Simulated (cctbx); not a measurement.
**EuMnVPbO6: precision against data quality**

Space group F-43m (no. 216), a = 8.1380 Å, b = 8.1380 Å, c = 8.1380 Å, α = 90.00°, β = 90.00°, γ = 90.00°.

| atom | mult. | x | y | z | Ueq (Å²) |
| --- | --- | --- | --- | --- | --- |
| Pb1 | 4 | 1/4 | 1/4 | 1/4 | 0.0122 |
| Eu1 | 4 | 1/4 | 1/4 | 3/4 | 0.0175 |
| Mn1 | 4 | 0 | 0 | 0 | 0.0211 |
| V1 | 4 | 1/2 | 0 | 0 | 0.0190 |
| O1 | 24 | 1/2 | 0 | 0.7473 | 0.0312 |

The model is made up (kin elements in a known structure type, no relaxation), so it says nothing on whether the phase exists.

Five simulated data sets (cctbx; Mo Kα, λ = 0.71073 Å; 3 % proportional error) differ in resolution or exposure (noise floor 8 counts in the first three, 8 in the last two). Each is refined with the right model, isotropic at 1.1 Å and anisotropic otherwise. How do the figures of merit and the uncertainties move?

| d min (Å) | top counts | ⟨I/σ⟩ (unmerged, absences included) | unique | param. (scale apart) | Rint | R1 | GooF | largest s.u. xyz (fractional) | s.u. U of O1 (Å²) | largest error (Å) |
| --- | --- | --- | --- | --- | --- | --- | --- | --- | --- | --- |
| 1.1 | 20000 | 4.7 | 36 | 6 | 0.025 | 0.0104 | 1.10 | 0.00110 | 0.0018 | 0.0040 |
| 0.84 | 20000 | 4.7 | 68 | 8 | 0.027 | 0.0081 | 0.88 | 0.00065 | 0.0012 | 0.0052 |
| 0.6 | 20000 | 3.9 | 166 | 8 | 0.029 | 0.0085 | 0.89 | 0.00059 | 0.0007 | 0.0006 |
| 0.75 | 300 | 0.6 | 94 | 8 | 0.240 | 0.0471 | 0.94 | 0.02052 | 0.0066 | 0.0424 |
| 0.75 | 3000 | 2.3 | 94 | 8 | 0.051 | 0.0179 | 0.96 | 0.00266 | 0.0019 | 0.0105 |

The number of reflections grows roughly as 1/d³: 36, 68 and 166 here. R1 follows the noise rather than the truth: at 300 counts it is 0.0471, at 3000 counts 0.0179, while GooF is 0.94 and 0.96: the weights 1/σ² carry the noise. The s.u. of U (U11 where anisotropic) for O1 goes 0.0018, 0.0012, 0.0007 Å² with resolution and 0.0066, 0.0019 Å² with exposure.

Hardware for the 0.6 Å refinement: 0.38 s on 1 thread of Intel(R) Xeon(R) CPU @ 2.60GHz (Ice Lake), with other jobs on the host, peak memory 0.09 GiB.
